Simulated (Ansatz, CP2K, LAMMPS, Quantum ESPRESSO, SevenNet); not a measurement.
**Structure and levels of amorphous 84HfO2-16La2O3 (mol %) (83 atoms) across programs**

What does relaxation change in amorphous 84HfO2-16La2O3 (mol %) (83 atoms), and how far do other programs agree with plane waves on the relaxed cell?

These are calculated values.

### 1. The cell

The cell holds 83 atoms (21 Hf, 8 La and 54 O), with edges of 10.75, 10.75 and 10.75 Å. Recipe: 83 atoms (21 Zr, 8 Nd, 54 O) placed at random at 5.25 g/cm³, melted at 5000 K for 10 ps at fixed volume with the Morse and Coulomb pair potential with partial charges (Pedone, Malavasi, Menziani, Cormack and Segre, J. Phys. Chem. B 110, 11780 (2006)). Quenched from 5000 K to 300 K at 50 K/ps and fixed volume, held 5 ps, then minimised at fixed cell. Then Zr was replaced by Hf, Nd was replaced by La (the potential has no terms for the new elements, so the cell is a start for a DFT relaxation). Then the atoms were relaxed with SevenNet 0 in the fixed cell. Then the atoms were relaxed with CP2K double zeta, PBE.

### 2. The relaxation

CP2K double zeta (DZVP-MOLOPT-SR, GTH-PBE potentials, 480 Ry; k-points Γ) took 27 geometry steps and reached its thresholds. It started from the geometry that SevenNet 0 had relaxed.

Run time: 63 min. Hardware: 4 MPI ranks of Arm Neoverse N1, shared host; peak memory 4.7 GiB; 4.2 h of CPU time.

|  | before | after |
| --- | --- | --- |
| energy (meV/atom) | 0 | -4.6 |
| Hf-O bonds under 2.82 Å | 125 at 2.130 Å | 125 at 2.124 Å |
| La-O bonds under 3.19 Å | 50 at 2.524 Å | 50 at 2.538 Å |

Atoms moved by 0.04 Å r.m.s. and 0.11 Å at most, with the common shift taken off.

### 3. Structure of the relaxed cell

Density 7.64 g/cm³, 14.98 Å³ an atom.

g(r), total and by pair (bins of 0.2 Å):

| r (Å) | total | O-O | O-Hf | O-La | Hf-Hf | Hf-La | La-La |
| --- | --- | --- | --- | --- | --- | --- | --- |
| 1.90 | 0.34 | 0.00 | 1.02 | 0.00 | 0.00 | 0.00 | 0.00 |
| 2.10 | 3.02 | 0.00 | 9.19 | 0.00 | 0.00 | 0.00 | 0.00 |
| 2.30 | 0.95 | 0.00 | 1.84 | 2.70 | 0.00 | 0.00 | 0.00 |
| 2.50 | 0.67 | 0.31 | 0.07 | 4.08 | 0.00 | 0.00 | 0.00 |
| 2.70 | 0.95 | 1.77 | 0.06 | 1.45 | 0.00 | 0.00 | 0.00 |
| 2.90 | 1.27 | 2.75 | 0.10 | 0.55 | 0.00 | 0.00 | 0.00 |
| 3.10 | 1.16 | 2.46 | 0.18 | 0.25 | 0.45 | 0.00 | 0.00 |
| 3.30 | 0.86 | 1.39 | 0.08 | 0.42 | 3.08 | 0.00 | 0.00 |
| 3.50 | 0.74 | 0.87 | 0.24 | 0.37 | 1.88 | 2.65 | 0.00 |
| 3.70 | 1.04 | 0.67 | 0.96 | 0.93 | 2.62 | 2.60 | 2.35 |
| 3.90 | 1.08 | 0.42 | 1.42 | 0.53 | 2.65 | 3.67 | 2.04 |
| 4.10 | 1.16 | 1.02 | 1.23 | 1.16 | 0.95 | 2.10 | 0.95 |
| 4.30 | 0.94 | 0.75 | 1.06 | 1.42 | 0.62 | 0.80 | 1.68 |
| 4.50 | 0.74 | 0.50 | 1.03 | 1.08 | 0.11 | 0.43 | 3.07 |
| 4.70 | 0.94 | 0.69 | 1.58 | 0.67 | 0.20 | 0.40 | 0.68 |
| 4.90 | 1.17 | 1.03 | 1.45 | 1.38 | 0.56 | 0.74 | 1.31 |
| 5.10 | 0.90 | 0.85 | 0.99 | 1.10 | 0.69 | 0.46 | 0.57 |
| 5.30 | 1.10 | 1.13 | 0.99 | 1.79 | 0.55 | 0.73 | 0.00 |

Bonds by pair of elements; cutoffs follow the first minimum of g(r), held within bounds set by covalent radii, and pairs that aren't listed don't count as bonded:

| pair A-B | cutoff (Å) | bonds | mean length (Å) | spread (Å) | shortest (Å) | B about A | A about B |
| --- | --- | --- | --- | --- | --- | --- | --- |
| O-Hf | 2.82 | 125 | 2.12 | 0.11 | 1.93 | 2.31 | 5.95 |
| O-La | 3.19 | 50 | 2.54 | 0.186 | 2.28 | 0.926 | 6.25 |

How many atoms have how many bonded neighbours:

| element | mean | 2 | 3 | 4 | 5 | 6 | 7 |
| --- | --- | --- | --- | --- | --- | --- | --- |
| Hf | 5.95 | 0 | 0 | 0 | 3 | 16 | 2 |
| La | 6.25 | 0 | 0 | 0 | 1 | 4 | 3 |
| O | 3.24 | 2 | 37 | 15 | 0 | 0 | 0 |

Bond angles, per cent of each kind in bins of 5°:

| angle (°) | O-Hf-O | O-La-O | Hf-O-Hf | Hf-O-La | La-O-La |
| --- | --- | --- | --- | --- | --- |
| 55–60 | 0.0 | 1.5 | 0.0 | 0.0 | 0.0 |
| 60–65 | 0.3 | 3.0 | 0.0 | 0.0 | 0.0 |
| 65–70 | 1.0 | 15.0 | 0.0 | 0.0 | 0.0 |
| 70–75 | 5.8 | 7.5 | 0.0 | 0.0 | 0.0 |
| 75–80 | 11.2 | 6.0 | 0.0 | 0.0 | 0.0 |
| 80–85 | 11.2 | 6.8 | 0.0 | 0.0 | 0.0 |
| 85–90 | 10.3 | 5.3 | 0.0 | 2.2 | 20.0 |
| 90–95 | 13.5 | 4.5 | 4.1 | 6.6 | 6.7 |
| 95–100 | 12.5 | 6.0 | 17.5 | 12.1 | 6.7 |
| 100–105 | 5.1 | 5.3 | 15.5 | 18.7 | 6.7 |
| 105–110 | 3.2 | 3.8 | 10.3 | 19.8 | 13.3 |
| 110–115 | 1.0 | 3.8 | 9.3 | 7.7 | 6.7 |
| 115–120 | 2.2 | 3.0 | 5.1 | 4.4 | 13.3 |
| 120–125 | 1.3 | 1.5 | 8.2 | 11.0 | 0.0 |
| 125–130 | 1.6 | 2.3 | 5.1 | 6.6 | 6.7 |
| 130–135 | 0.3 | 5.3 | 12.4 | 5.5 | 13.3 |
| 135–140 | 1.0 | 4.5 | 3.1 | 3.3 | 0.0 |
| 140–145 | 1.0 | 2.3 | 3.1 | 0.0 | 6.7 |
| 145–150 | 1.0 | 0.8 | 1.0 | 0.0 | 0.0 |
| 150–155 | 2.6 | 6.8 | 2.1 | 2.2 | 0.0 |
| 155–160 | 3.2 | 2.3 | 1.0 | 0.0 | 0.0 |
| 160–165 | 2.6 | 2.3 | 0.0 | 0.0 | 0.0 |
| 165–170 | 2.6 | 0.8 | 0.0 | 0.0 | 0.0 |
| 170–175 | 3.5 | 0.0 | 2.1 | 0.0 | 0.0 |
| 175–180 | 2.2 | 0.0 | 0.0 | 0.0 | 0.0 |

Bond angles (no mean is given where the spread exceeds 20°):

| angle | count | mean (°) | spread (°) |
| --- | --- | --- | --- |
| O-Hf-O | 312 | - | - |
| O-La-O | 133 | - | - |
| Hf-O-Hf | 97 | 116 | 17.7 |
| Hf-O-La | 91 | 111 | 14 |
| La-O-La | 15 | 110 | 17 |

Bond length by coordination (bonds to H left out):

| element | coordination | atoms | mean bond length (Å) |
| --- | --- | --- | --- |
| Hf | 5 | 3 | 2.07 |
| Hf | 6 | 16 | 2.12 |
| Hf | 7 | 2 | 2.22 |
| La | 5 | 1 | 2.45 |
| La | 6 | 4 | 2.52 |
| La | 7 | 3 | 2.58 |
| O | 2 | 2 | 1.97 |
| O | 3 | 37 | 2.20 |
| O | 4 | 15 | 2.34 |

First main peaks of g(r), for some of the pairs, lie near 3.0 Å (O-O), 2.1 Å (O-Hf) and 2.4 Å (O-La). With the cutoffs above, 76 % of Hf atoms have 6, 50 % of La atoms have 6 and 69 % of O atoms have 3 bonded neighbours.

### 4. The plane-wave reference

Quantum ESPRESSO 7.5: Kohn-Sham DFT, PBE, SSSP efficiency 1.3.0 pseudopotentials, plane waves. Its input for the relaxed cell:

```
&control
  calculation = 'scf'
  pseudo_dir = './pseudo'
  outdir = './tmp'
  disk_io = 'none'
  tprnfor = .true.
  tstress = .true.
/
&system
  ibrav = 0
  nat = 83
  ntyp = 3
  ecutwfc = 60
  ecutrho = 480
  nosym = .true.
  occupations = 'smearing'
  smearing = 'fd'
  degauss = 0.003675
/
&electrons
  conv_thr = 4.1e-07
  electron_maxstep = 100
  mixing_beta = 0.4
  mixing_mode = 'plain'
  diagonalization = 'david'
/
ATOMIC_SPECIES
Hf 178.490 Hf.upf
La 138.905 La.upf
O 15.999 O.upf
CELL_PARAMETERS angstrom
10.75260 0.00000 0.00000
0.00000 10.75260 0.00000
0.00000 0.00000 10.75260
ATOMIC_POSITIONS crystal
Hf 0.80446 0.78356 0.44534
Hf 0.28221 0.75493 0.70877
Hf 0.48502 0.61449 0.01647
[... 78 atom lines left out ...]
O 0.48506 0.49908 0.16592
O 0.81939 0.36046 0.32639
K_POINTS gamma
```

The job ended after 13 min (4 MPI ranks of Arm Neoverse N1, shared host; peak memory 8.1 GiB).

### 5. Side by side

CPU times are from a shared host and are rough.

```
     level                   basis or training data  k-points  own r.m.s. force (meV/Å)  difference from the reference (meV/Å)  pressure (GPa)  Kohn-Sham gap (eV)  CPU time  memory (GiB)
   QE, PBE  plane waves, SSSP efficiency, 60/480 Ry         Γ                       160                                      -           -2.87                3.83    52 min           8.1
SevenNet 0       trained on PBE(+U) plane-wave data         -                       177                                     75           -3.33                   -      12 s          0.88
```

The gap is the spacing of the highest filled and lowest empty Kohn-Sham level on the mesh; a dash marks partly filled levels, a spacing under 0.15 eV or a method without such levels.

### 6. Findings

Relaxation in the fixed cell lowers the energy by 5 meV/atom at its own level and moves atoms by up to 0.11 Å. The reference finds an r.m.s. force of 160 meV/Å there and a pressure of -2.87 GPa, at a geometry that CP2K double zeta made. Forces differ from the reference's by 75 meV/Å (SevenNet 0).

CP2K double zeta is at its own minimum here, so the reference's force is itself a measure of how the two differ. Pressures lie -0.5 GPa (SevenNet 0) from the reference's. The highest filled and lowest empty levels lie 3.83 eV apart in the reference. With the cutoffs above, 76 % of Hf atoms have 6, 50 % of La atoms have 6 and 69 % of O atoms have 3 bonded neighbours.

Caveats: The density was set by the recipe and held. One sample of a disordered cell; defect or tail levels can set the gap. Gaps are read on the mesh, which holds the band edges only if they fold onto it, and semilocal functionals tend to put them under measured ones. The quench rate of 50 K/ps is many orders above laboratory rates, so the cell is likely richer in defects and strain than a real sample. The reference samples only Γ, in a cell whose shortest periodic width is 11 Å. Spin–orbit coupling is left out, which matters for the levels of the heavy elements. The plane-wave runs aren't exact: their cutoffs and mesh weren't converged further here. Where levels are smeared, the DFT runs use Fermi–Dirac occupations at 580 K (0.05 eV), and energies are free energies.

[Logs are printed without paths, hosts, clocks, repeated set-up lines and the standing remarks that a program may print on its own settings, such as how far it seeks lower states.]

[Hosts, paths, dates, database ids (printed as entryN), source tags and the programs' standing remarks are cut or masked in the printed files.]
